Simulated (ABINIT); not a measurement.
## Completion of the band sum in GW: AlN (F-43m)

Aim: few bands, with and without a completion of the sum over empty states, for AlN (F-43m).

Main program and level: ABINIT 10.8.3; PBE and many-body steps on it, plane waves.

## 1. Starting point

The structure is cubic, space group F-43m (No. 216). Conventional cell: a = 4.368 Å, b = 4.368 Å, c = 4.368 Å, α = 90.00°, β = 90.00°, γ = 90.00°. Nearest to Al lie 4 N at 1.89 Å. Nearest to N lie 4 Al at 1.89 Å. Farther neighbours, and contacts between anions beyond the nearest, are not listed.

The cell and positions are those that the Materials Project relaxed with its own functionals (PBE, PBE+U or r2SCAN), kept fixed. This is not the form that AlN usually takes at ambient conditions.

## 2. Empty states on the mesh, 6×6×6 mesh, 98 bands

This step: ABINIT 10.8.3; DFT, PBE, plane waves, norm-conserving pseudopotentials.

The sums over transitions need many empty states on a uniform mesh; this step solves for them.

Contents of run.abi:

```
acell 3*1.0 Angstrom
rprim 
  -0.000000000000 2.183993559600 2.183993559600
  2.183993559600 -0.000000000000 2.183993559600
  2.183993559600 2.183993559600 -0.000000000000
ntypat 2
znucl 13 7
natom 2
typat 1 2
xred 
  0.000000000000 0.000000000000 0.000000000000
  0.750000000000 0.750000000000 0.750000000000
pp_dirpath "pseudos"
pseudos "Al.upf, N.upf"
ecut 36
ngkpt 6 6 6
nshiftk 1
shiftk 0 0 0
kptopt 1
chksymbreak 0
irdden 1
istwfk *1
nband 98
prtvol 0
optdriver 6
gwr_task "HDIAGO"
paral_kgb 0
occopt 1
indata_prefix "in"
outdata_prefix "out"
tmpdata_prefix "tmp"
```

Launch:

```sh
OMP_NUM_THREADS=1 mpirun -n 4 abinit run.abi > log
```

What it wrote:

```text
.Version 10.8.3 of ABINIT. v10.8.2 released Aug 2026.

 Symmetries : space group F-4 3 m (#216); Bravais cF (face-center cubic)
[... echo of the input left out ...]
== DATASET  1 ==================================================================
-   mpi_nproc: 4, omp_nthreads: 1 (-1 if OMP is not activated)

--- !DatasetInfo
iteration_state: {dtset: 1, }
dimensions: {natom: 2, nkpt: 16, mband: 98, nsppol: 1, nspinor: 1, nspden: 1, mpw: 1464, }
cutoff_energies: {ecut:  36.0, pawecutdg:  -1.0, }
[...]
Indirect band gap semiconductor
 Fundamental gap:     3.325 (eV)
   VBM:     5.159 (eV) at k: [ 0.0000E+00,  0.0000E+00,  0.0000E+00]
   CBM:     8.483 (eV) at k: [ 5.0000E-01,  5.0000E-01,  0.0000E+00]
 Direct gap:         4.192 (eV) at k: [ 0.0000E+00,  0.0000E+00,  0.0000E+00]

== END DATASET(S) ==============================================================
================================================================================

 -outvars: echo values of variables after computation  --------
           etotal      0.0000000000E+00
            nband          98
             nkpt          16
          spgroup         216
 [... the other variables as echoed above ...]

 Calculation completed.
```

Wall time 13 s (4 MPI ranks of Arm Neoverse V1, shared host); peak memory 0.7 GiB; 52 s of CPU time.

Numbers from this step:

- gap: 3.325 eV
- k of the valence top: 0, 0, 0
- k of the conduction bottom: 0.5, 0.5, 0
- least direct gap: 4.192 eV
- k points computed: 16
- lowest point of the top converged band, above the valence top: 130.3756 eV

On this mesh the gap is 3.325 eV.

The density comes from a self-consistent run that is not shown.

## 3. Screening, 6×6×6 mesh, 90 bands, screening to 228.6 eV

The RPA dielectric matrix is built and inverted for each q.

This step: RPA screening on PBE, plane waves, norm-conserving pseudopotentials.

run.abi: that of step 2 with these lines changed.

```diff
@@ -20,10 +20,11 @@
 chksymbreak 0
-irdden 1
 istwfk *1
-nband 98
-prtvol 0
-optdriver 6
-gwr_task "HDIAGO"
-paral_kgb 0
 occopt 1
+irdwfk 1
+optdriver 3
+nband 90
+ecuteps 8.4
+inclvkb 2
+awtr 1
+symchi 1
 indata_prefix "in"
```

What it wrote:

```text
.Version 10.8.3 of ABINIT. v10.8.2 released Aug 2026.

 Symmetries : space group F-4 3 m (#216); Bravais cF (face-center cubic)
[... echo of the input left out ...]
== DATASET  1 ==================================================================
-   mpi_nproc: 4, omp_nthreads: 1 (-1 if OMP is not activated)

--- !DatasetInfo
iteration_state: {dtset: 1, }
dimensions: {natom: 2, nkpt: 16, mband: 90, nsppol: 1, nspinor: 1, nspden: 1, mpw: 1464, }
cutoff_energies: {ecut:  36.0, pawecutdg:  -1.0, }
electrons: {nelect:   8.00000000E+00, charge:   0.00000000E+00, occopt:   1.00000000E+00, tsmear:   1.00000000E-02, }

 SCREENING: Calculation of the susceptibility and dielectric matrices

 Based on a program developped by R.W. Godby, V. Olevano, G. Onida, and L. Reining.
 Incorporated in ABINIT by V. Olevano, G.-M. Rignanese, and M. Torrent.
.Using double precision arithmetic ; gwpc =  8

[... cell and pseudopotentials left out ...]
--------------------------------------------------------------------------------

 ==== K-mesh for the wavefunctions ====
 Number of points in the irreducible wedge :    16
[... list of points left out ...]
 Together with 24 symmetry operations and time-reversal symmetry
 yields   216 points in the full Brillouin Zone.

 ==== Q-mesh for the screening function ====
 Number of points in the irreducible wedge :    16
[... list of points left out ...]
 Together with 24 symmetry operations and time-reversal symmetry
 yields   216 points in the full Brillouin Zone.

 setmesh: FFT mesh size selected  =    24x   24x   24
          total number of points  =        13824

 vcoul_init : cutoff-mode = AUXILIARY_FUNCTION
 q-points for optical limit:   1
     1)      0.000010    0.000020    0.000030

- screening: taking advantage of time-reversal symmetry
- Maximum band index for partially occupied states nbvw = 4
- Remaining bands to be divided among processors   nbcw = 86
- Number of bands treated by each node ~21

 Number of electrons calculated from density =    8.0000; Expected =    8.0000
 average of density, n =  0.056900
 r_s =    1.6129
 omega_plasma =   23.0097 [eV]

 calculating chi0 at frequencies [eV] :
  1    0.000000E+00    0.000000E+00
  2    0.000000E+00    2.300966E+01

--------------------------------------------------------------------------------
  q-point number  1        q = ( 0.000000, 0.000000, 0.000000) [r.l.u.]
--------------------------------------------------------------------------------
[... chi0 elements left out ...]
 For q-point:  0.000010 0.000020 0.000030
  dielectric constant =   4.3476
  dielectric constant without local fields =   4.7910

  Average fulfillment of the sum rule on Im[epsilon] for q-point    1 :     87.09  [%]
[... wings left out ...]
  q-point number  2        q = ( 0.166667, 0.000000, 0.000000) [r.l.u.]
--------------------------------------------------------------------------------
[... chi0 elements left out ...]
  Average fulfillment of the sum rule on Im[epsilon] for q-point    2 :     94.92  [%]

 [... 14 further q-points ...]
```

It took 39 s on 4 MPI ranks; peak memory 0.7 GiB; 2.6 min of CPU time.

This step gave:

```
ε∞ with local fields, on this mesh    : 4.348
ε∞ without local fields, on this mesh : 4.791
plasma frequency                      : 23.01 eV
plane waves in the screening matrix   : 169
```

Local fields lower ε∞ by 9 %.

## 4. 90 bands

The self-energy is evaluated for the states that the input lists, and the quasiparticle equation is solved.

This step: G0W0 on PBE, plane waves, norm-conserving pseudopotentials.

run.abi: that of step 3 with these lines changed.

```diff
@@ -23,8 +23,17 @@
 irdwfk 1
-optdriver 3
+optdriver 4
 nband 90
+gwcalctyp 0
+ecutsigx 36
+symsigma 1
+nkptgw 2
+kptgw 
+  0.0000000000 0.0000000000 0.0000000000
+  0.5000000000 0.5000000000 0.0000000000
+bdgw 
+  2 8
+  3 6
 ecuteps 8.4
-inclvkb 2
-awtr 1
-symchi 1
+irdscr 1
+ppmodel 1
 indata_prefix "in"
```

What it wrote:

```text
.Version 10.8.3 of ABINIT. v10.8.2 released Aug 2026.

 Symmetries : space group F-4 3 m (#216); Bravais cF (face-center cubic)
[... echo of the input left out ...]
== DATASET  1 ==================================================================
-   mpi_nproc: 4, omp_nthreads: 1 (-1 if OMP is not activated)

--- !DatasetInfo
iteration_state: {dtset: 1, }
dimensions: {natom: 2, nkpt: 16, mband: 90, nsppol: 1, nspinor: 1, nspden: 1, mpw: 1464, }
cutoff_energies: {ecut:  36.0, pawecutdg:  -1.0, }
electrons: {nelect:   8.00000000E+00, charge:   0.00000000E+00, occopt:   1.00000000E+00, tsmear:   1.00000000E-02, }

 SIGMA: Calculation of the GW corrections

 Based on a program developped by R.W. Godby, V. Olevano, G. Onida, and L. Reining.
 Incorporated in ABINIT by V. Olevano, G.-M. Rignanese, and M. Torrent.
.Using double precision arithmetic ; gwpc =  8

[... cell and pseudopotentials left out ...]
--------------------------------------------------------------------------------

 ==== K-mesh for the wavefunctions ====
 Number of points in the irreducible wedge :    16
[... list of points left out ...]
 Together with 24 symmetry operations and time-reversal symmetry
 yields   216 points in the full Brillouin Zone.

 ==== Q-mesh for screening function ====
 Number of points in the irreducible wedge :    16
[... list of points left out ...]
 Together with 24 symmetry operations and time-reversal symmetry
 yields   216 points in the full Brillouin Zone.

 vcoul_init : cutoff-mode = AUXILIARY_FUNCTION
 q-points for optical limit:   1
     1)      0.000010    0.000020    0.000030
 setmesh: FFT mesh size selected  =    32x   32x   32
          total number of points  =        32768

 Number of electrons calculated from density =    8.0000; Expected =    8.0000
 average of density, n =  0.056900
 r_s =    1.6129
 omega_plasma =   23.0097 [eV]

 === KS Band Gaps ===
  >>>> For spin  1
   Minimum direct gap =   4.1921 [eV], located at k-point      :   0.0000  0.0000  0.0000
   Fundamental gap    =   3.3248 [eV], Top of valence bands at :   0.0000  0.0000  0.0000
                                       Bottom of conduction at :   0.5000  0.5000  0.0000
 SIGMA fundamental parameters:
 PLASMON POLE MODEL  1
 number of plane-waves for SigmaX                 1459
 number of plane-waves for SigmaC and W            169
 number of plane-waves for wavefunctions          1459
 number of bands                                    90
 number of independent spin polarizations            1
 number of spinorial components                      1
 number of k-points in IBZ                          16
 number of q-points in IBZ                          16
 number of symmetry operations                      24
 number of k-points in BZ                          216
 number of q-points in BZ                          216
 number of frequencies for dSigma/dE                 9
 frequency step for dSigma/dE [eV]                0.25
 number of omega for Sigma on real axis              0
 max omega for Sigma on real axis  [eV]           0.00
 zcut for avoiding poles [eV]                     0.10

 EPSILON^-1 parameters (SCR file):
 dimension of the eps^-1 matrix on file            169
 dimension of the eps^-1 matrix used               169
 number of plane-waves for wavefunctions          1459
 number of bands                                    90
 number of q-points in IBZ                          16
 number of frequencies                               2
 number of real frequencies                          1
 number of imag frequencies                          1

 matrix elements of self-energy operator (all in [eV])

 Perturbative Calculation

--- !SelfEnergy_ee
iteration_state: {dtset: 1, }
kpoint     : [   0.000,    0.000,    0.000, ]
spin       : 1
KS_gap     :    4.192
QP_gap     :    5.579
Delta_QP_KS:    1.387
data: !SigmaeeData |
     Band     E0 <VxcDFT>   SigX SigC(E0)      Z dSigC/dE  Sig(E)    E-E0       E
        2   5.159 -16.959 -20.996   2.991   0.786  -0.273 -17.780  -0.821   4.338
        3   5.159 -16.959 -20.996   2.991   0.786  -0.273 -17.780  -0.821   4.338
        4   5.159 -16.959 -20.996   2.991   0.786  -0.273 -17.780  -0.821   4.338
        5   9.351 -12.531  -8.056  -3.782   0.815  -0.226 -11.966   0.566   9.916
        6  17.748  -9.892  -4.092  -5.054   0.815  -0.227  -9.283   0.608  18.356
        7  17.748  -9.892  -4.092  -5.054   0.815  -0.227  -9.283   0.608  18.356
        8  17.748  -9.892  -4.092  -5.054   0.815  -0.227  -9.283   0.608  18.356

--- !SelfEnergy_ee
iteration_state: {dtset: 1, }
kpoint     : [   0.500,    0.500,    0.000, ]
spin       : 1
KS_gap     :    5.100
QP_gap     :    6.574
Delta_QP_KS:    1.474
data: !SigmaeeData |
     Band     E0 <VxcDFT>   SigX SigC(E0)      Z dSigC/dE  Sig(E)    E-E0       E
        3   3.383 -15.432 -20.146   3.288   0.782  -0.279 -16.547  -1.116   2.268
        4   3.383 -15.432 -20.146   3.288   0.782  -0.279 -16.547  -1.116   2.268
        5   8.483  -9.206  -5.016  -3.760   0.836  -0.197  -8.847   0.359   8.842
        6  13.810  -9.461  -4.383  -4.362   0.838  -0.193  -8.861   0.600  14.410

== END DATASET(S) ==============================================================
================================================================================

 -outvars: echo values of variables after computation  --------
           etotal      0.0000000000E+00
            nband          90
             nkpt          16
          spgroup         216
 [... the other variables as echoed above ...]

 Calculation completed.
```

Wall time 10 s (4 MPI ranks); peak memory 0.74 GiB.

This step gave:

```
G0W0 gap on the mesh                         : 4.504 eV
starting gap on the mesh                     : 3.325 eV
k of the valence top                         : 0, 0, 0
k of the conduction bottom                   : 0.5, 0.5, 0
Z at the valence top                         : 0.786
Z at the conduction bottom                   : 0.836
least direct G0W0 gap on the computed points : 5.578 eV
```

The gap on the mesh goes from 3.32 eV to 4.50 eV, a correction of +1.18 eV.

## 5. Screening, 6×6×6 mesh, 12 bands, screening to 228.6 eV

This step: RPA screening on PBE, plane waves, norm-conserving pseudopotentials.

run.abi: that of step 4 with these lines changed.

```diff
@@ -23,17 +23,8 @@
 irdwfk 1
-optdriver 4
-nband 90
-gwcalctyp 0
-ecutsigx 36
-symsigma 1
-nkptgw 2
-kptgw 
-  0.0000000000 0.0000000000 0.0000000000
-  0.5000000000 0.5000000000 0.0000000000
-bdgw 
-  2 8
-  3 6
+optdriver 3
+nband 12
 ecuteps 8.4
-irdscr 1
-ppmodel 1
+inclvkb 2
+awtr 1
+symchi 1
 indata_prefix "in"
```

What it wrote:

```text
.Version 10.8.3 of ABINIT. v10.8.2 released Aug 2026.

 Symmetries : space group F-4 3 m (#216); Bravais cF (face-center cubic)
[... echo of the input left out ...]
== DATASET  1 ==================================================================
-   mpi_nproc: 4, omp_nthreads: 1 (-1 if OMP is not activated)

--- !DatasetInfo
iteration_state: {dtset: 1, }
dimensions: {natom: 2, nkpt: 16, mband: 12, nsppol: 1, nspinor: 1, nspden: 1, mpw: 1464, }
cutoff_energies: {ecut:  36.0, pawecutdg:  -1.0, }
electrons: {nelect:   8.00000000E+00, charge:   0.00000000E+00, occopt:   1.00000000E+00, tsmear:   1.00000000E-02, }

 SCREENING: Calculation of the susceptibility and dielectric matrices

 Based on a program developped by R.W. Godby, V. Olevano, G. Onida, and L. Reining.
 Incorporated in ABINIT by V. Olevano, G.-M. Rignanese, and M. Torrent.
.Using double precision arithmetic ; gwpc =  8

[... cell and pseudopotentials left out ...]
--------------------------------------------------------------------------------

 ==== K-mesh for the wavefunctions ====
 Number of points in the irreducible wedge :    16
[... list of points left out ...]
 Together with 24 symmetry operations and time-reversal symmetry
 yields   216 points in the full Brillouin Zone.

 ==== Q-mesh for the screening function ====
 Number of points in the irreducible wedge :    16
[... list of points left out ...]
 Together with 24 symmetry operations and time-reversal symmetry
 yields   216 points in the full Brillouin Zone.

 setmesh: FFT mesh size selected  =    24x   24x   24
          total number of points  =        13824

 vcoul_init : cutoff-mode = AUXILIARY_FUNCTION
 q-points for optical limit:   1
     1)      0.000010    0.000020    0.000030

- screening: taking advantage of time-reversal symmetry
- Maximum band index for partially occupied states nbvw = 4
- Remaining bands to be divided among processors   nbcw = 8
- Number of bands treated by each node ~2

 Number of electrons calculated from density =    8.0000; Expected =    8.0000
 average of density, n =  0.056900
 r_s =    1.6129
 omega_plasma =   23.0097 [eV]

 calculating chi0 at frequencies [eV] :
  1    0.000000E+00    0.000000E+00
  2    0.000000E+00    2.300966E+01

--------------------------------------------------------------------------------
  q-point number  1        q = ( 0.000000, 0.000000, 0.000000) [r.l.u.]
--------------------------------------------------------------------------------
[... chi0 elements left out ...]
 For q-point:  0.000010 0.000020 0.000030
  dielectric constant =   4.3249
  dielectric constant without local fields =   4.7257

  Average fulfillment of the sum rule on Im[epsilon] for q-point    1 :     18.18  [%]
[... wings left out ...]
  q-point number  2        q = ( 0.166667, 0.000000, 0.000000) [r.l.u.]
--------------------------------------------------------------------------------
[... chi0 elements left out ...]
  Average fulfillment of the sum rule on Im[epsilon] for q-point    2 :     64.35  [%]

 [... 14 further q-points ...]
```

Run time: 5.5 s. Hardware: 4 MPI ranks; peak memory 0.39 GiB.

This step gave:

| Item | Value |
| --- | --- |
| ε∞ with local fields, on this mesh | 4.325 |
| ε∞ without local fields, on this mesh | 4.726 |
| plasma frequency | 23.01 eV |
| plane waves in the screening matrix | 169 |

[end of part 1 of 2]

[Long decimals in the printed logs are rounded to 6 places.]

[Logs are printed without paths, hosts, clocks, repeated set-up lines and the standing remarks that a program may print on its own settings, such as how far it seeks lower states.]

[Paths, hosts, dates, memory and timing lines, banners, echoed tables and standing remarks are left out of the program output; an Ansatz launch command may be rebuilt from the run's recorded settings. Measured values are a selection of at most five: reports struck by readers or far from the other reports are left out. None is set beside runs whose start may be inverted or whose files or cutoffs have a known fault.]

[Runs of the session that timed out or met a known fault of the program may be left out.]

[Hosts, paths, dates, database ids (printed as entryN), source tags and the programs' standing remarks are cut or masked in the printed files.]

[G0W0 gaps are taken among the corrected bands and points alone; a level outside them can change the order at an edge.]

[Where Ansatz stands beside ABINIT at settings called matched, ABINIT's density can come from a denser mesh and the files from another edition; pairs whose starting gaps differed by over 0.03 eV were left out, so agreement reads better than it is.]
